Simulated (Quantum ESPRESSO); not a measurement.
# VCl2O: which magnetic order is lowest, part 3 of 3

Wanted: the moments of VCl2O and the energy of each order that was tried.

Quantum ESPRESSO 7.5; PBEsol; plane waves with GBRV 1.5 PBEsol potentials, no spin-orbit coupling.

So far, absolute magnetization (μB): step 2 (start 1: ferro +) 1.36.

**5. Run 4, typed as antiferro q=(0,1/2,1/2) +−**

This order needs a doubled cell of 8 atoms.

Input file pw.in:

```
&CONTROL
  calculation = 'scf'
  prefix = 'pwscf'
  outdir = './tmp'
  pseudo_dir = './pseudo'
  disk_io = 'nowf'
/
&SYSTEM
  ibrav = 0
  celldm(1) = 8
  nat = 8
  ntyp = 4
  ecutwfc = 40
  ecutrho = 280
  nbnd = 61
  occupations = 'smearing'
  smearing = 'fd'
  degauss = 0.00734986
  nspin = 2
  starting_magnetization(1) = 0.1538
  starting_magnetization(2) = -0.1538
  starting_magnetization(3) = 0
  starting_magnetization(4) = 0
/
&ELECTRONS
  conv_thr = 1.6d-08
  electron_maxstep = 150
  mixing_beta = 0.3
/
ATOMIC_SPECIES
V1     50.9415 v_pbesol_v1.4.uspp.F.UPF
V2     50.9415 v_pbesol_v1.4.uspp.F.UPF
Cl     35.4500 cl_pbesol_v1.4.uspp.F.UPF
O      15.9990 o_pbesol_v1.2.uspp.F.UPF
CELL_PARAMETERS alat
  -0.4154903035692    0.4301678063792    1.5459256523992
   0.8309806071384   -0.8603356127584    3.0918513047984
   0.8309806071384    0.0000000000000    0.0000000000000
ATOMIC_POSITIONS crystal
V1      0.5000000000    0.7500000000    0.5000000000
V2      0.5000000000    0.2500000000    0.5000000000
Cl      0.6271820000    0.3135910000    0.0000000000
Cl      0.6271820000    0.8135910000    0.0000000000
Cl      0.3728180000    0.1864090000    0.0000000000
Cl      0.3728180000    0.6864090000    0.0000000000
O       0.0000000000    0.0000000000    0.0000000000
O       0.0000000000    0.5000000000    0.0000000000
K_POINTS automatic
8 4 8 0 0 0
```

On the command line:

```
$ OMP_NUM_THREADS=1 mpirun -n 4 pw.x -nk 4 -in pw.in > pw.out
```

Output:

```text
     [... lines left out ...]
Program PWSCF v.7.5 starts
     [... lines left out ...]
     number of atoms/cell      =            8
     [... lines left out ...]
     number of electrons       =        66.00
     number of Kohn-Sham states=           61
     kinetic-energy cutoff     =      40.0000  Ry
     charge density cutoff     =     280.0000  Ry
     scf convergence threshold =      1.6E-08
     [... lines left out ...]
      4 Sym. Ops., with inversion, found ( 2 have fractional translation)
     [... lines left out ...]
     number of k points=    78  Fermi-Dirac smearing, width (Ry)=  0.0073
     [... lines left out ...]
     iteration # 14     ecut=    40.00 Ry     beta= 0.30
     [... lines left out ...]
     Magnetic moment per site  (integrated on atomic sphere of radius R)
     atom   1 (R=0.177)  charge=  9.2253  magn=  0.7137
     atom   2 (R=0.177)  charge=  9.2253  magn= -0.7137
     atom   3 (R=0.236)  charge=  5.2589  magn= -0.0034
     atom   4 (R=0.236)  charge=  5.2589  magn=  0.0034
     atom   5 (R=0.236)  charge=  5.2589  magn= -0.0034
     atom   6 (R=0.236)  charge=  5.2589  magn=  0.0034
     atom   7 (R=0.177)  charge=  5.0042  magn=  0.0000
     atom   8 (R=0.177)  charge=  5.0042  magn=  0.0000
     [... lines left out ...]
     the Fermi energy is     3.8130 ev
!    total energy              =    -487.87363326 Ry
     estimated scf accuracy    <          2.8E-09 Ry
     smearing contrib. (-TS)   =      -0.00703042 Ry
     [... lines left out ...]
     total magnetization       =    -0.00 Bohr mag/cell
     absolute magnetization    =     2.19 Bohr mag/cell
     convergence has been achieved in  14 iterations
```

The job ended after 5 min (4 MPI ranks of Intel Xeon Platinum 8488C (Sapphire Rapids), shared host; peak memory 1.6 GiB).

Numbers from this step:

```yaml
smearing_term_ts: 0.09565 eV
magnetization: 0 μB
absolute_magnetization: 2.191 μB
final_state: antiferromagnetic
largest_moment: 0.7137 μB
```

**6. Start 5: no spin polarisation**

Input file pw.in:

```
&CONTROL
  calculation = 'scf'
  prefix = 'pwscf'
  outdir = './tmp'
  pseudo_dir = './pseudo'
  disk_io = 'nowf'
/
&SYSTEM
  ibrav = 0
  celldm(1) = 8
  nat = 4
  ntyp = 3
  ecutwfc = 40
  ecutrho = 280
  nbnd = 41
  occupations = 'smearing'
  smearing = 'fd'
  degauss = 0.00734986
/
&ELECTRONS
  conv_thr = 8d-09
  electron_maxstep = 150
  mixing_beta = 0.3
/
ATOMIC_SPECIES
V      50.9415 v_pbesol_v1.4.uspp.F.UPF
Cl     35.4500 cl_pbesol_v1.4.uspp.F.UPF
O      15.9990 o_pbesol_v1.2.uspp.F.UPF
CELL_PARAMETERS alat
  -0.4154903035692    0.4301678063792    1.5459256523992
   0.4154903035692   -0.4301678063792    1.5459256523992
   0.4154903035692    0.4301678063792   -1.5459256523992
ATOMIC_POSITIONS crystal
V       0.5000000000    0.0000000000    0.5000000000
Cl      0.6271820000    0.6271820000    0.0000000000
Cl      0.3728180000    0.3728180000    0.0000000000
O       0.0000000000    0.0000000000    0.0000000000
K_POINTS automatic
8 8 8 0 0 0
```

Output:

```text
     [... lines left out ...]
Program PWSCF v.7.5 starts
     [... lines left out ...]
     number of atoms/cell      =            4
     [... lines left out ...]
     number of electrons       =        33.00
     number of Kohn-Sham states=           41
     kinetic-energy cutoff     =      40.0000  Ry
     charge density cutoff     =     280.0000  Ry
     scf convergence threshold =      8.0E-09
     [... lines left out ...]
      8 Sym. Ops., with inversion, found
     [... lines left out ...]
     number of k points=    95  Fermi-Dirac smearing, width (Ry)=  0.0073
     [... lines left out ...]
     iteration # 11     ecut=    40.00 Ry     beta= 0.30
     [... lines left out ...]
     the Fermi energy is     4.0372 ev
!    total energy              =    -243.92660914 Ry
     estimated scf accuracy    <          7.5E-09 Ry
     smearing contrib. (-TS)   =      -0.00783720 Ry
     [... lines left out ...]
     convergence has been achieved in  11 iterations
```

The job ended after 75 s (4 MPI ranks; peak memory 0.69 GiB; 5 min of CPU time).

This step gave:

```yaml
smearing_term_ts: 0.1066 eV
final_state: non-magnetic (no spin polarisation)
```

**7. Energies of the orders**

An order is kept where moments of 0.15 μB or more survive with the typed signs; meshes match where a doubled cell samples the same k points as the first cell.

Orders:

| start | final state | typed order kept | energy over the lowest (meV a seeded atom) | largest site moment (μB) | net moment (μB a cell of the first run) | mesh matched | CPU time (s) |
| --- | --- | --- | --- | --- | --- | --- | --- |
| ferro + | ferromagnetic | yes | 0 | 0.808 | 0.9987 | yes | 723.7 |
| antiferro q=(0,1/2,0) +- | antiferromagnetic | yes | 1.798 | 0.7414 | 0 | yes | 2327 |
| antiferro q=(0,0,1/2) +- | antiferromagnetic | yes | 15.07 | 0.6865 | 0 | yes | 1949 |
| antiferro q=(0,1/2,1/2) +- | antiferromagnetic | yes | 28.02 | 0.7137 | 0 | yes | 1206 |
| no spin polarisation | non-magnetic | - | 166.9 | 0 | 0 | yes | 298.2 |

**8. What came out**

- lowest state found: ferromagnetic (from ferro +)
- largest site moment: 0.808 μB
- next state with moments: antiferromagnetic, 1.80 meV a seeded atom higher
- state without moments: 167 meV a seeded atom higher

**Reading.** The two lowest states lie so close that the mesh, the smearing, the functional or spin–orbit coupling could swap them. The smearing terms TS of the orders run from 44 to 56 meV a seeded atom, so the differences would change at a smaller width: an order with a larger TS is lowered more by the smearing. Only these 5 starts were compared; other wavevectors, canted and longer-period orders were not. Energies are free energies at an electronic temperature of 1160 K, which lowers moments and differences where the moments are itinerant. No Hubbard term acts here. In such compounds local and semilocal functionals without one often delocalise the d electrons, and can shrink or lose moments and miss the size, sign and order of the couplings. The smearing term is large for its width, so states at the Fermi level are partly filled: at this level the cell is a metal or has a gap of a few widths at most.

[Logs and program files are shortened in this print: banners, set-up blocks, solver, clock and traceback lines can be left out without a mark of their own.]

[Logs are printed without paths, hosts, clocks, repeated set-up lines and the standing remarks that a program may print on its own settings, such as how far it seeks lower states.]

[Hosts, paths, dates, database ids (printed as entryN), source tags and the programs' standing remarks are cut or masked in the printed files.]

[Where a cell is said to come from a database of computed structures, the database is the Materials Project.]
